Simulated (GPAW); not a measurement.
# Core-hole calculation of the O K edge in NbFeO4 (I-4m2)

Aim: the near-edge shape at the O K edge of NbFeO4 (I-4m2), and what the core hole does to it.

Program: GPAW 26.7.0. Level of theory: X-ray absorption from dipole matrix elements to empty bands, plane-wave PAW LDA+U. Results are calculated unless marked as measured.

## Step 1: The structure

It takes space group I-4m2 (No. 119, tetragonal). The conventional cell has a = 3.917 Å, b = 3.917 Å, c = 10.073 Å, α = 90.00°, β = 90.00°, γ = 90.00°. Nearest to Nb lie 6 O at 2.00 to 2.02 Å. Nearest to Fe lie 6 O at 2.02 to 2.11 Å. Nearest to O lie 2 Fe at 2.02 Å and 1 Nb at 2.02 Å. Nearest to O lie 2 Nb at 2.00 Å and 1 Fe at 2.11 Å. Farther neighbours and most contacts between anions are not listed.

## Step 2: Ground state of the crystal

A plain self-consistent run shows whether there is a gap and which moments survive; both decide the set-up of the core-hole run.

Contents of scf.py:

```python
import numpy as np
from ase import Atoms
from ase.parallel import parprint, paropen
from gpaw import GPAW, PW, FermiDirac, Mixer, MixerDif, setup_paths
from gpaw.test import gen
setup_paths.insert(0, '.')
gen('O', name='nch1s', xcname='LDA', corehole=(1, 0, 0), write_xml=True)
from gpaw.mpi import world
world.barrier()

atoms = Atoms('NbFeO4',
    cell=[[-1.95851098, 1.95851098, 5.03653014],
     [1.95851098, -1.95851098, 5.03653014],
     [1.95851098, 1.95851098, -5.03653014]],
    scaled_positions=[[0.25, 0.75, 0.5],
     [0, 0, 0],
     [0.049371, 0.549371, 0.5],
     [0.450629, 0.950629, 0.5],
     [0.20996175, 0.20996175, 0],
     [0.79003825, 0.79003825, 0]],
    magmoms=[0.0, 4.0, 0.0, 0.0, 0.0, 0.0],
    pbc=True)
atoms.calc = calc = GPAW(legacy_gpaw=True, mode=PW(500, force_complex_dtype=True), xc='LDA', setups={'Fe': ':d,5.3', 2: 'nch1s'},
    kpts={'size': (6, 6, 6), 'gamma': True}, occupations=FermiDirac(0.05),
    charge=0, mixer=MixerDif(0.05, 8, 50), maxiter=150,
    convergence={'density': 0.0001, 'eigenstates': 1e-6}, txt='scf.txt')
energy = atoms.get_potential_energy() + calc.get_reference_energy()
ef = calc.get_fermi_level()
out = dict(energy=energy, fermi=ef, forces=atoms.get_forces().tolist(), magmoms=atoms.get_magnetic_moments().tolist())
parprint(f'all-electron energy {energy:.4f} eV, Fermi level {ef:.4f} eV')
ev = np.array([[calc.get_eigenvalues(k, s) for k in range(len(calc.get_ibz_k_points()))] for s in range(calc.get_number_of_spins())])
out['homo'], out['lumo'], out['counts'] = ev[ev < ef].max(), ev[ev > ef].min(), sorted(set((ev < ef).sum((0, 2)).tolist()))
out['filled'] = (ev[:, 0] < ef).sum(1).tolist()
import json
with paropen('out.json', 'w') as f:
    json.dump(out, f)
```

Command:

```bash
> OMP_NUM_THREADS=1 mpirun -n 4 gpaw python scf.py
```

Numbers of over 12 decimals in the logs are rounded to 6 here.

Output:

```text
Input parameters:
  convergence: {density: 0.0001,
                eigenstates: 1e-06}
  kpts: {gamma: True,
         size: (6, 6, 6)}
  maxiter: 150
  mixer: {backend: pulay,
          beta: 0.05,
          method: difference,
          nmaxold: 8,
          weight: 50}
  mode: {ecut: 500.0,
         force_complex_dtype: True,
         name: pw}
  occupations: {fixmagmom: False,
                name: fermi-dirac,
                width: 0.05}
  setups: {2: nch1s,
           Fe: :d,5.3}

Initialize ...

[... PAW data sets ...]

Reference energy: -146465.101702  # eV

Spin-polarized calculation.
Initial magnetic moment: 4.000000

[... convergence settings ...]
Symmetries present (total): 4
  [... symmetry matrices ...]

216 k-points: 6 x 6 x 6 Monkhorst-Pack grid + [1/12,1/12,1/12]
46 k-points in the irreducible part of the Brillouin zone
       k-points in crystal coordinates                weights
   0:     0.00000000    0.00000000    0.00000000          1/216
   1:     0.16666667   -0.16666667   -0.16666667          2/216
   2:     0.16666667   -0.16666667    0.00000000          4/216
   3:     0.16666667   -0.16666667    0.16666667          2/216
   4:     0.16666667    0.00000000   -0.16666667          4/216
   5:     0.16666667    0.00000000    0.00000000          4/216
   6:     0.16666667    0.16666667   -0.16666667          2/216
   7:     0.33333333   -0.33333333   -0.33333333          2/216
   8:     0.33333333   -0.33333333   -0.16666667          4/216
   9:     0.33333333   -0.33333333    0.00000000          4/216
          ...
  45:     0.50000000    0.50000000    0.50000000          1/216

Wave functions: Plane wave expansion
  Cutoff energy: 500.000 eV
  Number of coefficients (min, max): 1918, 1979
  Pulay-stress correction: 0.000000 eV/Ang^3 (de/decut=0.000000)
  Using FFTW library
  Wavefunction extrapolation:
    Improved wavefunction reuse through dual PAW basis

Occupation numbers: Fermi-Dirac:
  width: 0.0500  # eV

Eigensolver
   Davidson(niter=2)

Densities:
  Coarse grid: 30*30*30 grid
  Fine grid: 60*60*60 grid
  Total Charge: 0.000000

Density mixing:
  Method: difference
  Backend: pulay
  Linear mixing parameter: 0.05
  old densities: 8
  Width of damping distribution: 1.1
  Damping of long wavelength oscillations: 50

[... Hamiltonian set-up ...]
Number of atoms: 6
Number of atomic orbitals: 38
Number of bands in calculation: 34
Number of valence electrons: 45
Bands to converge: occupied

... initialized

Initializing position-dependent things.

Density initialized from atomic densities
Creating initial wave functions:
  34 bands from LCAO basis set

       O

            O

            Nb
       O

       Fe   O

Atomic positions and initial magnetic moments

Positions:
   0 Nb     1.958511    0.000000    2.518265    ( 0.0000,  0.0000,  0.0000)
   1 Fe     0.000000    0.000000    0.000000    ( 0.0000,  0.0000,  4.0000)
   2 O      1.958511   -0.000000    0.497317    ( 0.0000,  0.0000,  0.0000)
   3 O      1.958511    0.000000    4.539213    ( 0.0000,  0.0000,  0.0000)
   4 O     -0.000000    0.000000    2.114957    ( 0.0000,  0.0000,  0.0000)
   5 O     -0.000000    0.000000    7.958103    ( 0.0000,  0.0000,  0.0000)

Unit cell:
           periodic     x           y           z      points  spacing
  1. axis:    yes   -1.958511    1.958511    5.036530    30     0.1217
  2. axis:    yes    1.958511   -1.958511    5.036530    30     0.1217
  3. axis:    yes    1.958511    1.958511   -5.036530    30     0.0923

  Lengths:   5.747884   5.747884   5.747884
  Angles:  140.156555 140.156555  57.615669

Effective grid spacing dv^(1/3) = 0.1420

iter:   1   -64.535317                   +4.0030
iter:   2   -61.934177   -0.88  -0.84    +4.7009
iter:   3   -54.806964   -0.28  -0.89    +4.9689
iter:   4   -55.523493   -1.61  -1.33    +4.9058
iter:   5   -55.059940   -2.22  -1.20    +4.9484
iter:   6   -54.574590   -1.72  -1.39    +4.9678
iter:   7   -54.502773   -2.42  -1.83    +5.0126
iter:   8   -54.789655   -1.62  -2.08    +4.9959
iter:   9   -54.563874   -2.37  -1.69    +4.9998
iter:  10   -54.551253   -3.17  -2.26    +4.9992
iter:  11   -54.563532c  -2.72  -2.56    +4.9996
iter:  12   -54.547806c  -3.11  -2.39    +4.9998
iter:  13   -54.545782c  -3.57  -2.85    +4.9999
iter:  14   -54.545232c  -4.20  -2.93    +5.0000
iter:  15   -54.544673c  -4.48  -3.21    +5.0000
iter:  16   -54.544689c  -5.07  -3.73    +5.0000
iter:  17   -54.544736c  -5.04  -3.81    +5.0000
iter:  18   -54.544665c  -5.19  -3.74    +5.0000
iter:  19   -54.544656c  -6.43c -4.22c   +5.0000

Converged after 19 iterations.

Dipole moment: (7.702634, -7.702634, -0.000000) |e|*Ang

Total magnetic moment: (0.000000, 0.000000, 4.999998)
Local magnetic moments:
   0 Nb ( 0.000000,  0.000000,  0.030944)
   1 Fe ( 0.000000,  0.000000,  4.274664)
   2 O  ( 0.000000,  0.000000,  0.131276)
   3 O  ( 0.000000,  0.000000,  0.131276)
   4 O  ( 0.000000,  0.000000,  0.056984)
   5 O  ( 0.000000,  0.000000,  0.056984)

Energy contributions relative to reference atoms: (reference = -146465.101702)

Kinetic:        +16.419863
Potential:      -25.672827
External:        +0.000000
XC:             -45.030895
Entropy (-ST):   -0.000001
Local:           -0.260797
SIC:             +0.000000
--------------------------
Free energy:    -54.544657
Extrapolated:   -54.544656

Spin contamination: 0.005811 electrons
Showing only first 2 kpts
                      Up                     Down
 Kpt  Band  Eigenvalues  Occupancy  Eigenvalues  Occupancy
  0    20      2.34102    1.00000      5.00758    0.00005
  0    21      2.34103    1.00000      6.07377    0.00000
  0    22      2.95172    1.00000      6.84456    0.00000
  0    23      2.95172    1.00000      6.85496    0.00000

  1    20      2.11448    1.00000      6.27397    0.00000
  1    21      2.39993    1.00000      6.29409    0.00000
  1    22      2.65834    1.00000      6.53769    0.00000
  1    23      2.67190    1.00000      6.70110    0.00000

Fermi level: 4.51215

Gap: 1.009 eV
Transition (v -> c):
  (s=0, k=24, n=24, [0.33, 0.33, 0.17]) -> (s=1, k=0, n=20, [0.00, 0.00, 0.00])
Direct/indirect transitions are different
Direct gap: 1.905 eV
Transition at: (s=1->0, k=45, n=19, [0.50, 0.50, 0.50])

Forces in eV/Ang:
  0 Nb    0.00000    0.00000    0.00000
  1 Fe    0.00000    0.00000    0.00000
  2 O     0.00000    0.00000    0.99527
  3 O     0.00000    0.00000   -0.99527
  4 O     0.00000    0.00000    0.14864
  5 O     0.00000    0.00000   -0.14863
Scalar-relativistic atomic LDA calculation for O (Oxygen, Z=8)
Core hole in 1s state (1s occupation: 2.0)
300 radial gridpoints.
|------------------------------------------------|
|------------------------------------------------|
[... the atom generator's iteration count ...]

Energy contributions:
-------------------------
Kinetic:      +74.266897
XC:            -7.772280
Potential:   -141.018865
-------------------------
Total:        -74.524248

state      eigenvalue         ekin         rmax
-----------------------------------------------
1s^2.0 :   -18.772897    28.821965        0.130
2s^2.0 :    -0.872866     3.204810        0.874
2p^4.0 :    -0.337925     2.553337        0.813
-----------------------------------------------
(units: Bohr and Hartree)

Generating PAW setup
Kinetic energy of the core from tauc = 57.689706
Cutoffs:
rc(s)=1.300
rc(p)=1.130
rc(d)=1.170
rc(vbar)=1.300
rc(comp)=1.260
rc(nct)=1.300

Kinetic energy of the core states: 57.643930
Charge: 0.0
Core electrons: 2.0
Valence electrons: 6.0
Pseudo-core charge: 0.000776
Shape function alpha=6.299
Pseudo-electron charge 5.666261
state    eigenvalue         norm
--------------------------------
2s(2) :    -0.872866     1.079797
*s    :     0.127134
2p(4) :    -0.337925     0.876472
*p    :     0.662075
*d    :     0.000000
--------------------------------

Diagonalizing with gridspacing h=0.050

state   all-electron     PAW
-------------------------------
2s:      -0.872866    -0.873954
2p:      -0.337925    -0.341740
*d:                    0.050276
*f:                    0.077289
-------------------------------
all-electron energy -146519.6464 eV, Fermi level 4.5121 eV
```

The job ended after 37 s (4 MPI ranks of Intel Xeon 6975P-C (Granite Rapids), shared host; peak memory 0.36 GiB; 2.5 min of CPU time).

The mesh shows a gap of 1.01 eV, so the hole is first treated in a charged cell, without the excited electron.

Site moments (μB): 0.03, 4.28, 0.13, 0.13, 0.06, 0.06.

## Step 3: Spectrum without a core hole, O atom 3

Without a hole the spectrum is the empty density of states of the right symmetry on the absorber, weighted by matrix elements. It needs only the small cell and serves as the baseline. The data set with a hole of occupation 0 only carries the core orbital.

The absorber has 2 Fe at 2.02 Å and 1 Nb at 2.02 Å (distorted T-shaped, site symmetry 2mm).

Contents of xas.py:

```python
import numpy as np
from ase import Atoms
from ase.parallel import parprint, paropen
from gpaw import GPAW, PW, FermiDirac, Mixer, MixerDif, setup_paths
from gpaw.test import gen
setup_paths.insert(0, '.')
gen('O', name='nch1s', xcname='LDA', corehole=(1, 0, 0), write_xml=True)
from gpaw.mpi import world
world.barrier()

atoms = Atoms('NbFeO4',
    cell=[[-1.95851098, 1.95851098, 5.03653014],
     [1.95851098, -1.95851098, 5.03653014],
     [1.95851098, 1.95851098, -5.03653014]],
    scaled_positions=[[0.25, 0.75, 0.5],
     [0, 0, 0],
     [0.049371, 0.549371, 0.5],
     [0.450629, 0.950629, 0.5],
     [0.20996175, 0.20996175, 0],
     [0.79003825, 0.79003825, 0]],
    magmoms=[0.0, 4.0, 0.0, 0.0, 0.0, 0.0],
    pbc=True)
atoms.calc = calc = GPAW(legacy_gpaw=True, mode=PW(500, force_complex_dtype=True), xc='LDA', setups={'Fe': ':d,5.3', 2: 'nch1s'},
    kpts={'size': (6, 6, 6), 'gamma': True}, occupations=FermiDirac(0.02),
    charge=0, mixer=MixerDif(0.05, 8, 50), maxiter=150,
    convergence={'density': 0.0001, 'eigenstates': 1e-6}, txt='scf.txt')
energy = atoms.get_potential_energy() + calc.get_reference_energy()
ef = calc.get_fermi_level()
out = dict(energy=energy, fermi=ef, forces=atoms.get_forces().tolist(), magmoms=atoms.get_magnetic_moments().tolist())
parprint(f'all-electron energy {energy:.4f} eV, Fermi level {ef:.4f} eV')
ev = np.array([[calc.get_eigenvalues(k, s) for k in range(len(calc.get_ibz_k_points()))] for s in range(calc.get_number_of_spins())])
out['homo'], out['lumo'], out['counts'] = ev[ev < ef].max(), ev[ev > ef].min(), sorted(set((ev < ef).sum((0, 2)).tolist()))
out['filled'] = (ev[:, 0] < ef).sum(1).tolist()

from ase.units import Ha
from gpaw.xas import dipole_matrix_elements
nb = int(calc.get_number_of_electrons() / 2) + 59
top, nb = nb, nb + 8 + nb // 12
nscf = calc.fixed_density(kpts={'size': (5, 5, 5), 'gamma': True}, nbands=nb,
    convergence={'bands': top, 'eigenstates': 5e-3}, maxiter=60, txt='nscf.txt')
cell = atoms.cell.array
ops = [cell.T @ U.T @ np.linalg.inv(cell.T) for U in nscf.wfs.kd.symmetry.op_scc]
filled = [25, 20]  # bands filled in the ground state, by spin
E = np.arange(-25, 34, 0.1)
fwhm = np.interp(E, [4, 25], [0.9, 3.5])
Y, X, zero, highest = 0, 0, 1e9, 1e9
for spin in range(nscf.get_number_of_spins()):
    wfs = nscf.wfs
    mine = wfs.bd.get_slice()  # this rank's bands
    A = dipole_matrix_elements(wfs.setups[2])
    eps = np.zeros((wfs.kd.nibzkpts, nb))
    d = np.zeros((3, A.shape[1], wfs.kd.nibzkpts, nb), complex)
    for kpt in wfs.kpt_u:
        if kpt.s == spin and 2 in kpt.P_ani:
            eps[kpt.k, mine] = kpt.eps_n * Ha
            d[:, :, kpt.k, mine] = (kpt.weight * wfs.nspins / 2) ** 0.5 * np.inner(A, kpt.P_ani[2])
    world.sum(eps)
    world.sum(d)
    T = np.einsum('amkn,bmkn->abkn', d, d.conj()).real
    T = sum(np.einsum('ai,ijkn,bj->abkn', R, T, R) for R in ops) / len(ops)
    empty = np.ones_like(eps, bool) & (np.arange(nb) >= filled[spin])
    zero, highest = min(zero, eps[empty].min()), min(highest, eps[:, top - 1].min())
    lines = [(eps, T, empty)] if spin == 0 else lines + [(eps, T, empty)]
for eps, T, empty in lines:
    f = np.einsum('aakn->akn', T).reshape(3, -1)
    x = eps.ravel() - zero
    w = np.interp(x, E, fwhm) / 2.35482
    g = np.exp(-0.5 * ((E[:, None] - x) / w) ** 2) / (w * (2 * np.pi) ** 0.5)
    Y = Y + (f * empty.ravel()) @ g.T
    X = X + (f * ~empty.ravel()) @ g.T
out.update(E=E.round(2).tolist(), xas=Y.tolist(), xes=X.tolist(), zero=zero, valid=highest - zero, nk=len(eps), nb=nb)
for i in range(0, len(E), 10):
    parprint(f'{E[i]:7.2f}', *(f'{v:10.3e}' for v in Y[:, i]))
import json
with paropen('out.json', 'w') as f:
    json.dump(out, f)
```

Command:

```bash
> OMP_NUM_THREADS=1 mpirun -n 4 gpaw python xas.py
```

Output:

```text
Input parameters:
  convergence: {density: 0.0001,
                eigenstates: 1e-06}
  kpts: {gamma: True,
         size: (6, 6, 6)}
  maxiter: 150
  mixer: {backend: pulay,
          beta: 0.05,
          method: difference,
          nmaxold: 8,
          weight: 50}
  mode: {ecut: 500.0,
         force_complex_dtype: True,
         name: pw}
  occupations: {fixmagmom: False,
                name: fermi-dirac,
[...]
2s:      -0.872866    -0.873954
2p:      -0.337925    -0.341740
*d:                    0.050276
*f:                    0.077289
-------------------------------
all-electron energy -146519.6464 eV, Fermi level 4.4550 eV
 -25.00 1.269e-252 1.096e-252 1.873e-252
 -24.00 7.460e-243 6.522e-243 1.094e-242
 -23.00 2.791e-233 2.477e-233 4.077e-233
 -22.00 6.646e-224 6.003e-224 9.694e-224
[...]
32.00  1.431e-04  1.649e-04  1.690e-04
  33.00  1.305e-04  1.710e-04  1.750e-04
[key lines of the parts left out:]
Converged after 19 iterations.
Dipole moment: (7.702634, -7.702634, -0.000000) |e|*Ang
Free energy:    -54.544657
Fermi level: 4.45496
```

It took 59 s on 4 MPI ranks; peak memory 0.47 GiB; 3.9 min of CPU time.

The O K spectrum, O atom 3, no core hole (energy from the lowest empty level; intensity scaled to a mean of 1 over the first 20 eV; polarised curves are means over the symmetry-equivalent atoms):

```tsv
E (eV)	isotropic	ε ⊥ c	ε ∥ c
-2.0	0.00	0.00	0.00
-1.4	0.00	0.00	0.00
-0.8	0.00	0.00	0.00
-0.2	0.00	0.00	0.00
0.4	0.04	0.05	0.02
1.0	0.41	0.47	0.29
1.6	1.62	2.11	0.65
2.2	2.57	3.54	0.62
2.8	1.75	2.36	0.51
3.4	0.66	0.89	0.22
4.0	0.11	0.13	0.07
4.6	0.15	0.10	0.24
5.2	0.40	0.24	0.73
5.8	0.97	0.48	1.95
6.4	1.18	0.59	2.36
7.0	0.95	0.61	1.63
7.6	1.00	0.65	1.71
8.2	1.26	0.80	2.18
8.8	1.47	1.10	2.19
9.4	1.45	1.34	1.66
10.0	1.34	1.46	1.09
10.6	1.25	1.50	0.75
11.2	1.21	1.50	0.64
11.8	1.22	1.46	0.74
12.4	1.27	1.43	0.95
13.0	1.32	1.41	1.14
13.6	1.30	1.34	1.23
14.2	1.20	1.19	1.21
14.8	1.06	1.03	1.12
15.4	0.93	0.89	1.00
16.0	0.80	0.77	0.86
16.6	0.71	0.70	0.72
17.2	0.66	0.69	0.61
17.8	0.67	0.72	0.56
18.4	0.70	0.76	0.56
19.0	0.73	0.79	0.59
19.6	0.75	0.81	0.63
20.2	0.77	0.82	0.67
20.8	0.77	0.82	0.69
21.4	0.75	0.79	0.68
22.0	0.71	0.75	0.64
22.6	0.66	0.69	0.59
23.2	0.60	0.63	0.53
23.8	0.54	0.57	0.48
24.4	0.51	0.53	0.46
25.0	0.48	0.49	0.47
25.6	0.49	0.48	0.50
26.2	0.51	0.48	0.56
26.8	0.54	0.49	0.63
27.4	0.58	0.52	0.69
28.0	0.62	0.57	0.73
28.6	0.67	0.63	0.75
29.2	0.72	0.70	0.76
29.8	0.77	0.76	0.78
30.4	0.82	0.82	0.81
31.0	0.86	0.86	0.87
31.6	0.90	0.88	0.93
```

Main maxima below 24 eV (height): 2.2 eV (2.57), 6.2 eV (1.20), 9.0 eV (1.48), 13.2 eV (1.33) and 20.6 eV (0.78). A K edge sees empty p states; the first features are O p mixed into the empty d states of the Fe and Nb neighbours, and the broad ones above probably into the cations' higher empty bands.

The same matrix elements for filled bands give the O K emission of O atom 3 (ground-state approximation; energy from the lowest empty level, largest value 1):

```tsv
E (eV)	emission
-24.00	0.00
-23.25	0.00
-22.50	0.00
-21.75	0.00
-21.00	0.00
-20.25	0.00
-19.50	0.00
-18.75	0.00
-18.00	0.00
-17.25	0.00
-16.50	0.00
-15.75	0.00
-15.00	0.00
-14.25	0.00
-13.50	0.00
-12.75	0.00
-12.00	0.00
-11.25	0.00
-10.50	0.00
-9.75	0.02
-9.00	0.06
-8.25	0.02
-7.50	0.02
-6.75	0.10
-6.00	0.18
-5.25	0.28
-4.50	0.39
-3.75	0.51
-3.00	0.73
-2.25	0.98
-1.50	0.39
-0.75	0.04
0.00	0.00
0.75	0.00
1.50	0.00
2.25	0.00
3.00	0.00
```

Emission maxima: -2.4 eV (1.00).

[end of part 1 of 5]

[Banner, clock and machine lines of the logs are left out without a mark of their own.]

[Logs are printed without paths, hosts, clocks, repeated set-up lines and the standing remarks that a program may print on its own settings, such as how far it seeks lower states.]

[Hosts, paths, dates, database ids (printed as entryN), source tags and the programs' standing remarks are cut or masked in the printed files.]

[Lists of maxima count a maximum above −3 eV only where it reaches 4 % of the highest in the window and stands out from its surroundings by 2 % of it (1.5 % where it reaches 55 %); shoulders and weaker maxima are passed over, and of the rest the first, up to two pre-edge ones and the few strongest are named.]
